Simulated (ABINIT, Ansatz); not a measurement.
## Ba (Pm-3m): phonons by linear response

How does Ba (Pm-3m) vibrate, and is this structure a minimum?

Calculated with ABINIT 10.8.3; DFT LDA, scalar-relativistic, plane waves, PseudoDojo norm-conserving pseudopotentials.

Most raw output is cut from this account.

This is not the structure that Ba takes at ambient pressure and room temperature (bcc); it is a model or a phase of other conditions.

### Step 1. Set-up

Symmetry: Pm-3m, No. 221, cubic system. Conventional cell: a = 3.714 Å, b = 3.714 Å, c = 3.714 Å, α = 90.00°, β = 90.00°, γ = 90.00°. Nearest to Ba lie 6 Ba at 3.71 Å. That group holds within 0.01 Å; judged at 0.001 Å it is P4/mmm (No. 123).

As a file:

```cif
data_structure
_symmetry_space_group_name_H-M 'Pm-3m'
_symmetry_Int_Tables_number 221
_cell_length_a 3.7136
_cell_length_b 3.7136
_cell_length_c 3.7136
_cell_angle_alpha 90.000
_cell_angle_beta 90.000
_cell_angle_gamma 90.000
_cell_volume 51.21
loop_
_atom_site_label
_atom_site_type_symbol
_atom_site_symmetry_multiplicity
_atom_site_Wyckoff_symbol
_atom_site_fract_x
_atom_site_fract_y
_atom_site_fract_z
_atom_site_occupancy
Ba1 Ba 1 b 0.50000 0.50000 0.50000 1
```

### Step 2. Relaxation

The harmonic expansion needs vanishing forces, and a free crystal bears no stress, so cell and atoms are brought to rest. Stress is more sensitive to the basis than forces are: the last 3 Ha under the cutoff are smoothed with ecutsm, and the cutoff is raised above that of the later runs.

The starting cell comes from a relaxation made beforehand in Ansatz (LDA, PseudoDojo NC).

The input, relax.abi:

```
# relaxation
ionmov 2
optcell 2
dilatmx 1.08
ntime 40
tolmxf 1.0d-05
tolvrs 1.0d-14
prtwf 0
prtden 0
chksymtnons 0

# basis, mesh and filling
ecut 28.0
ecutsm 3.0
ngkpt 10 10 10
nshiftk 1
shiftk 0.0 0.0 0.0
istwfk *1
occopt 7
tsmear 0.01
nband 11
nstep 100
diemac 1000000.0
prtebands 0
prtgsr 0
useylm 1

# cell and atoms
acell 7.019403721 7.019403721 7.014105765
rprim 
    1.0 0.0 0.0
    0.0 1.0 0.0
    0.0 0.0 1.0
ntypat 1
znucl 56
natom 1
typat 1
xred 
    0.5 0.5 0.5
pp_dirpath "./pseudo"
pseudos "Ba.upf"
```

Launch:

```sh
OMP_NUM_THREADS=1 mpirun -n 4 abinit relax.abi > relax.log
```

Elapsed: 2.5 min, on 4 MPI ranks of Arm Neoverse V1, shared host.

The steps of the relaxation:

| step | energy less that of the first step (eV) | largest force (eV/Å) | volume (Å³) |
| --- | --- | --- | --- |
| 1 | 0.0000 | 0.0000 | 51.21 |
| 2 | 0.0000 | 0.0000 | 51.23 |
| 3 | -0.0003 | 0.0000 | 51.92 |
| 4 | -0.0003 | 0.0000 | 51.93 |
| 5 | -0.0003 | 0.0000 | 51.93 |
| 6 | -0.0003 | 0.0000 | 51.93 |

| cell as run | before | after | change |
| --- | --- | --- | --- |
| a (Å) | 3.715 | 3.731 | +0.4 % |
| b (Å) | 3.715 | 3.731 | +0.4 % |
| c (Å) | 3.712 | 3.731 | +0.5 % |
| volume (Å³/atom) | 51.21 | 51.93 | +1.4 % |

Final coordinates:

```cif
data_structure
_symmetry_space_group_name_H-M 'P 1'
_symmetry_Int_Tables_number 1
_cell_length_a 3.7308
_cell_length_b 3.7308
_cell_length_c 3.7310
_cell_angle_alpha 90.000
_cell_angle_beta 90.000
_cell_angle_gamma 90.000
_cell_volume 51.93
loop_
_atom_site_label
_atom_site_type_symbol
_atom_site_fract_x
_atom_site_fract_y
_atom_site_fract_z
_atom_site_occupancy
Ba1 Ba 0.50000 0.50000 0.50000 1
```

Read from the output:

* volume per atom: 51.93 Å³
* pressure: -5.72e-4 GPa
* gap on the k-mesh: 0 eV

The volume changes by +1.4 % from the cell with which this run began.

### Step 3. Self-consistent run for the response

First-order wavefunctions inherit every error of the ground state, hence the very tight tolvrs. Occupations are smeared.

The input, gs.abi:

```
# ground state
tolvrs 1.0d-16
prtden 1
prtwf 1

# basis, mesh and filling
ecut 21.5
ngkpt 10 10 10
nshiftk 1
shiftk 0.0 0.0 0.0
istwfk *1
occopt 7
tsmear 0.01
nband 11
nstep 100
diemac 1000000.0
prtebands 0
prtgsr 0
useylm 1

# cell and atoms
acell 7.05027897 7.05027897 7.05027897
rprim 
    1.0 0.0 0.0
    0.0 1.0 0.0
    0.0 0.0 1.0
ntypat 1
znucl 56
natom 1
typat 1
xred 
    0.5 0.5 0.5
pp_dirpath "./pseudo"
pseudos "Ba.upf"
```

Launch:

```sh
OMP_NUM_THREADS=1 mpirun -n 4 abinit gs.abi > gs.log
```

Wall time 8 s (4 MPI ranks).

This step gave:

* pressure: -0.01100 GPa

The cell stands at -0.011 GPa, close enough for phonons.

### Step 4. Zone-centre response

At q = 0 one unit cell holds all displacements. The response is solved for single atoms along the cell's directions, and symmetry skips those that follow from others. The crystal is treated as a metal, which screens a static field, so no field response is asked.

The input, dfpt_gamma.abi:

```

# common to the responses
getwfk_filepath "gso_WFK"
kptopt 2
nqpt 1
qpt 0.0 0.0 0.0
asr 0
chneut 0

# displacements
rfphon 1
rfatpol 1 1
rfdir 1 1 1
tolvrs 1.0d-10
prtwf 0

# basis, mesh and filling
ecut 21.5
ngkpt 10 10 10
nshiftk 1
shiftk 0.0 0.0 0.0
istwfk *1
occopt 7
tsmear 0.01
nband 11
nstep 100
diemac 1000000.0
prtebands 0
prtgsr 0
useylm 1

# cell and atoms
acell 7.05027897 7.05027897 7.05027897
rprim 
    1.0 0.0 0.0
    0.0 1.0 0.0
    0.0 0.0 1.0
ntypat 1
znucl 56
natom 1
typat 1
xred 
    0.5 0.5 0.5
pp_dirpath "./pseudo"
pseudos "Ba.upf"
```

Launch:

```sh
OMP_NUM_THREADS=1 mpirun -n 4 abinit dfpt_gamma.abi > dfpt_gamma.log
```

Run time: 13 s. Hardware: 4 MPI ranks; 53 s of CPU time.

With one atom there are acoustic modes alone, which should vanish; they come out at 0.59 cm⁻¹ in size, the error that the sum rule removes later.

### Step 5. Modes with the sum rule

anaddb reads the merged derivatives and imposes the acoustic sum rule.

The input, anaddb.abi:

```
ddb_filepath "gamma_DDB"
output_file "anaddb.abo"
outdata_prefix "anaddb"
asr 1
chneut 1
enunit 2
eivec 1
nph1l 1
qph1l 0.0 0.0 0.0 1.0
```

The input, mrgddb.in:

```
gamma_DDB
merged
2
dfpt_gammao_DDB
gso_DDB
```

Launch:

```sh
mrgddb < mrgddb.in > mrgddb.log
OMP_NUM_THREADS=1 anaddb anaddb.abi > anaddb.log
```

It took 0.51 s on 1 thread.

Zone-centre frequencies as printed; negative means imaginary. Modes:

| mode | frequency (cm⁻¹) |
| --- | --- |
| 1 | 0 |
| 2 | 0 |
| 3 | 0 |

### Step 6. Sum rules set otherwise (asr 0)

Without the rule the raw error of the acoustic modes shows.

anaddb.abi: that of step 5 with these lines changed.

```diff
@@ -3,4 +3,4 @@
 outdata_prefix "anaddb"
-asr 1
-chneut 1
+asr 0
+chneut 0
 enunit 2
```

mrgddb.in is that of step 5.

Run time: 0.5 s. Hardware: 1 thread.

This step gave:

* largest acoustic frequency at the zone centre before the sum rule: 0.59 cm⁻¹

Zone-centre frequencies as printed; negative means imaginary. Modes:

| mode | frequency (cm⁻¹) |
| --- | --- |
| 1 | 0.59 |
| 2 | 0.59 |
| 3 | 0.59 |

### Step 7. Phonons on a q mesh

Linear response treats each wavevector in the unit cell, with no supercell; the 2×2×2 mesh fixes the range of the force constants to be had.

The input, dfpt_q.abi:

```
ndtset 3

# wavevectors
qpt1 0.5 0.0 0.0
qpt2 0.5 0.5 0.0
qpt3 0.5 0.5 0.5

# displacements
getwfk_filepath "gso_WFK"
getwfq_filepath "gso_WFK"
kptopt 3
nqpt 1
rfphon 1
rfatpol 1 1
rfdir 1 1 1
tolvrs 1.0d-10
prtwf 0

# basis, mesh and filling
ecut 21.5
ngkpt 10 10 10
nshiftk 1
shiftk 0.0 0.0 0.0
istwfk *1
occopt 7
tsmear 0.01
nband 11
nstep 100
diemac 1000000.0
prtebands 0
prtgsr 0
useylm 1

# cell and atoms
acell 7.05027897 7.05027897 7.05027897
rprim 
    1.0 0.0 0.0
    0.0 1.0 0.0
    0.0 0.0 1.0
ntypat 1
znucl 56
natom 1
typat 1
xred 
    0.5 0.5 0.5
pp_dirpath "./pseudo"
pseudos "Ba.upf"
```

Launch:

```sh
OMP_NUM_THREADS=1 mpirun -n 4 abinit dfpt_q.abi > dfpt_q.log
```

The job ended after 4.2 min (4 MPI ranks; 17 min of CPU time).

This step gave:

| Property | Result |
| --- | --- |
| lowest mode on the q mesh (acoustic ones at the zone centre apart) | -45.66 cm⁻¹ |

Frequencies (cm⁻¹) before the sum rule at the irreducible wavevectors but Γ, which is solved apart; negative means imaginary. Frequencies by wavevector:

| q (fractions) | star | mode 1 | mode 2 | mode 3 |
| --- | --- | --- | --- | --- |
| 0.5 0 0 | 3 | -28.93 | -28.93 | 71.83 |
| 0.5 0.5 0 | 3 | -45.66 | 70.09 | 70.09 |
| 0.5 0.5 0.5 | 1 | 38.33 | 38.33 | 38.33 |

### Step 8. Interpolated phonon bands

anaddb transforms the dynamical matrices to force constants and back along the path; points of the mesh come back as solved, but for the sum rule and, in polar crystals, the LO-TO term at Γ; the rest is interpolation.

The input, anaddb.abi:

```
ddb_filepath "all_DDB"
output_file "anaddb.abo"
outdata_prefix "anaddb"
ifcflag 1
ngqpt 2 2 2
nqshft 1
q1shft 0.0 0.0 0.0
asr 1
chneut 0
dipdip 0
dipquad 0
quadquad 0
enunit 0
eivec 0
nph1l 62
qph1l 
    0.0 0.0 0.0 1.0
    0.0 0.05 0.0 1.0
    0.0 0.1 0.0 1.0
    0.0 0.15 0.0 1.0
    0.0 0.2 0.0 1.0
    0.0 0.25 0.0 1.0
    0.0 0.3 0.0 1.0
    0.0 0.35 0.0 1.0
    0.0 0.4 0.0 1.0
    0.0 0.45 0.0 1.0
    0.0 0.5 0.0 1.0
    0.05 0.5 0.0 1.0
    0.1 0.5 0.0 1.0
    0.15 0.5 0.0 1.0
    0.2 0.5 0.0 1.0
    0.25 0.5 0.0 1.0
    0.3 0.5 0.0 1.0
    0.35 0.5 0.0 1.0
    0.4 0.5 0.0 1.0
    0.45 0.5 0.0 1.0
    0.5 0.5 0.0 1.0
    0.45 0.45 0.0 1.0
    0.4 0.4 0.0 1.0
    0.35 0.35 0.0 1.0
    0.3 0.3 0.0 1.0
    0.25 0.25 0.0 1.0
    0.2 0.2 0.0 1.0
    0.15 0.15 0.0 1.0
    0.1 0.1 0.0 1.0
    0.05 0.05 0.0 1.0
    0.0 0.0 0.0 1.0
    0.05 0.05 0.05 1.0
    0.1 0.1 0.1 1.0
    0.15 0.15 0.15 1.0
    0.2 0.2 0.2 1.0
    0.25 0.25 0.25 1.0
    0.3 0.3 0.3 1.0
    0.35 0.35 0.35 1.0
    0.4 0.4 0.4 1.0
    0.45 0.45 0.45 1.0
    0.5 0.5 0.5 1.0
    0.45 0.5 0.45 1.0
    0.4 0.5 0.4 1.0
    0.35 0.5 0.35 1.0
    0.3 0.5 0.3 1.0
    0.25 0.5 0.25 1.0
    0.2 0.5 0.2 1.0
    0.15 0.5 0.15 1.0
    0.1 0.5 0.1 1.0
    0.05 0.5 0.05 1.0
    0.0 0.5 0.0 1.0
    0.5 0.5 0.5 1.0
    0.5 0.5 0.45 1.0
    0.5 0.5 0.4 1.0
    0.5 0.5 0.35 1.0
    0.5 0.5 0.3 1.0
    0.5 0.5 0.25 1.0
    0.5 0.5 0.2 1.0
    0.5 0.5 0.15 1.0
    0.5 0.5 0.1 1.0
    0.5 0.5 0.05 1.0
    0.5 0.5 0.0 1.0
```

The input, mrgddb.in:

```
all_DDB
merged
4
dfpt_gammao_DDB
dfpt_qo_DS1_DDB
dfpt_qo_DS2_DDB
dfpt_qo_DS3_DDB
```

Launch:

```sh
mrgddb < mrgddb.in > mrgddb.log
OMP_NUM_THREADS=1 anaddb anaddb.abi > anaddb.log
```

The job ended after 0.52 s (1 thread).

Numbers from this step:

* lowest frequency on the path: -45.67 cm⁻¹

Anaddb. Phonon branches along the path, in cm⁻¹:

| point | branch 1 | branch 2 | branch 3 |
| --- | --- | --- | --- |
| Γ | 0 | 0 | 0 |
| halfway | -20 | -20 | 51 |
| X | -29 | -29 | 72 |
| halfway | -38 | 45 | 71 |
| M | -46 | 70 | 70 |
| halfway | -31 | 48 | 48 |
| Γ | 0 | 0 | 0 |
| halfway | 40 | 40 | 40 |
| R | 38 | 38 | 38 |
| halfway | 29 | 29 | 64 |
| X | -29 | -29 | 72 |
| jump to R | 38 | 38 | 38 |
| halfway | -18 | 56 | 56 |
| M | -46 | 70 | 70 |

The path dips to 46i cm⁻¹.

### Step 9. Sums over the zone

Sums over the zone need many more wavevectors than were solved, so the interpolation is sampled on a dense mesh.

The input, anaddb.abi:

```
ddb_filepath "all_DDB"
output_file "anaddb.abo"
outdata_prefix "anaddb"
ifcflag 1
ngqpt 2 2 2
nqshft 1
q1shft 0.0 0.0 0.0
asr 1
chneut 0
dipdip 0
dipquad 0
quadquad 0
prtdos 2
ng2qpt 12 12 12
dosdeltae 4.5563e-06
ntemper 11
temperinc 100.0
tempermin 0.0
```

Launch:

```sh
OMP_NUM_THREADS=1 anaddb anaddb.abi > anaddb.log
```

The job ended after 0.53 s (1 thread).

Numbers from this step:

```
share of modes beyond 3i cm⁻¹ on the dense interpolated mesh : 0.2628
```

Tetrahedra. Phonon density of states against wavenumber; read off at these points:

| wavenumber (cm⁻¹) | phonon density of states (1/cm⁻¹/cell) |
| --- | --- |
| -50.0 | 0 |
| -45.0 | 0.00192 |
| -40.0 | 0.0145 |
| -35.0 | 0.0205 |
| -30.0 | 0.0272 |
| -26.7 | 0.0300 |
| -25.0 | 0.0283 |
| -20.0 | 0.0217 |
| -15.0 | 0.0167 |
| -10.0 | 0.0147 |
| -5.0 | 0.0133 |
| 0.0 | 0.0127 |
| 5.0 | 0.0123 |
| 10.0 | 0.0125 |
| 15.0 | 0.0132 |
| 20.0 | 0.0155 |
| 25.0 | 0.0186 |
| 30.0 | 0.0252 |
| 35.0 | 0.0272 |
| 40.0 | 0.0330 |
| 45.0 | 0.0404 |
| 50.0 | 0.0411 |
| 55.0 | 0.0437 |
| 60.0 | 0.0508 |
| 65.0 | 0.0528 |
| 69.3 | 0.0647 |
| 70.0 | 0.0465 |
| 75.0 | 0 |

### Step 10. Cross-check with Ansatz

The same cell goes through another code at the same cutoff. The files are of one family, but Ansatz's library holds files of its own making for some heavy elements, so those for Ba may differ.

This step: DFT LDA, scalar-relativistic, plane waves, norm-conserving pseudopotentials of its library (PseudoDojo's, some remade) (Ansatz 0.2.0).

The input, input.yaml:

```yaml
crystal:
  lattice:
    - [3.7308469616, 0.0, 0.0]
    - [0.0, 3.7308469616, 0.0]
    - [0.0, 0.0, 3.7308469616]
  atoms:
    - { symbol: Ba, position: [0.5, 0.5, 0.5] }
kpoints:
  mp_grid: { grid: [10, 10, 10] }
hamiltonian:
  xc: lda
  pseudopotentials: { kind: nc, accuracy: standard }
scf:
  occupations: { method: gaussian, width: 0.27211 }
output:
  eigenvalues: true
basis:
  ecutwfc: 585.045
phonons:
  method: dfpt
  qmesh: [2, 2, 2]
  temperatures: { t_max: 1000, t_step: 50 }
  qpath:
    path:
      - [[0.0, 0.0, 0.0], [0.0, 0.5, 0.0], [0.5, 0.5, 0.0], [0.0, 0.0, 0.0], [0.5, 0.5, 0.5], [0.0, 0.5, 0.0]]
      - [[0.5, 0.5, 0.5], [0.5, 0.5, 0.0]]
    npoints: 10
```

Launch:

```sh
ansatz run input.yaml --threads 4 --pin off --max-ram 8192MiB --backend cpu --events-out ev --progress --plain --runs-dir out
```

Run time: 12 s. Hardware: 4 threads; peak memory 0.62 GiB; 47 s of CPU time.

Read from the output:

| Item | Value |
| --- | --- |
| sum-rule residual before enforcement | 2.20e-4 eV/Å² |
| lowest frequency on the path | -45.06 cm⁻¹ |
| share of modes beyond 3i cm⁻¹ on the dense interpolated mesh | 0.2868 |
| lowest mode on the q mesh (acoustic ones at the zone centre apart) | -45.06 cm⁻¹ |

### Step 11. Side by side: ABINIT PseudoDojo and Ansatz, library NC

Numbers from this step:

```yaml
root_mean_square_difference: 3.3 cm⁻¹
largest_difference: 4.72 cm⁻¹
root_mean_square_difference_on_the_path: 2.8 cm⁻¹
largest_difference_on_the_path: 9.4 cm⁻¹
```

Frequencies side by side, by row:

| q (reciprocal lattice) | mode | ABINIT PseudoDojo (cm⁻¹) | Ansatz, library NC (cm⁻¹) |
| --- | --- | --- | --- |
| 0 0 0 | 1 | 0 | 0 |
| 0 0 0 | 2 | 0 | 0 |
| 0 0 0 | 3 | 0 | 0 |
| 0.5 0 0 | 1 | -28.93 | -28.57 |
| 0.5 0 0 | 2 | -28.93 | -28.57 |
| 0.5 0 0 | 3 | 71.83 | 68.45 |
| 0.5 0.5 0 | 1 | -45.66 | -45.06 |
| 0.5 0.5 0 | 2 | 70.09 | 66.99 |
| 0.5 0.5 0 | 3 | 70.09 | 66.99 |
| 0.5 0.5 0.5 | 1 | 38.33 | 33.61 |
| 0.5 0.5 0.5 | 2 | 38.33 | 33.61 |
| 0.5 0.5 0.5 | 3 | 38.33 | 33.61 |

At the solved wavevectors the largest difference (acoustic modes at Γ apart) is 7 % of the highest mode (on the interpolated path 13 %), but 12 % of the mode at 38 cm⁻¹ on which it sits.

### Step 12. Outcome

| Quantity | Value |
| --- | --- |
| space group after relaxation | Pm-3m |
| volume per atom | 51.9 Å³ |
| q mesh | 2×2×2 |
| lowest mode on the q mesh (acoustic ones at the zone centre apart) | -45.7 cm⁻¹ |
| imaginary modes on the q mesh | yes |
| largest difference from Ansatz, library NC | 4.72 cm⁻¹ |

What this shows: Ba (Pm-3m) is unstable: a mode solved on the 2×2×2 mesh is imaginary, 46i cm⁻¹; its spectrum reaches 72 cm⁻¹. The most unstable solved mode lies at q = (0.5, 0.5, 0), on the zone boundary, so the distortion that it points to doubles the cell. ABINIT PseudoDojo and Ansatz, library NC differ by 3.3 cm⁻¹ in the root mean square and by 4.7 cm⁻¹ at most, 6.6 % of the highest mode compared (acoustic modes at Γ left out; ABINIT's values are those before the sum rule); the two use different potentials, and the cell was not relaxed for the second set. Their interpolated bands part by up to 9 cm⁻¹. These are harmonic frequencies at zero temperature: anharmonic shifts and linewidths and thermal expansion are left out. Spin-orbit coupling is left out, which can matter for the heavy elements here. In a metal the frequencies hang on the k mesh and the smearing, most of all near Kohn anomalies. Ansatz warns that the cutoff lies 24 % under the one recommended for these files; agreement at one cutoff is not convergence. The total energies of the two programs lie far apart, so at least one potential file in Ansatz's library differs from the published one read by the first program. The q mesh stands for a supercell only 7.5 Å across, so branches between the solved wavevectors are rough. The structure comes from a database by way of an earlier relaxation and need not be the phase that is stable at ambient conditions.

[Host names and launcher messages were left out of these logs when they were recorded.]

[Logs are printed without paths, hosts, clocks, repeated set-up lines and the standing remarks that a program may print on its own settings, such as how far it seeks lower states.]

[Hosts, paths, dates, database ids (printed as entryN), source tags and the programs' standing remarks are cut or masked in the printed files.]
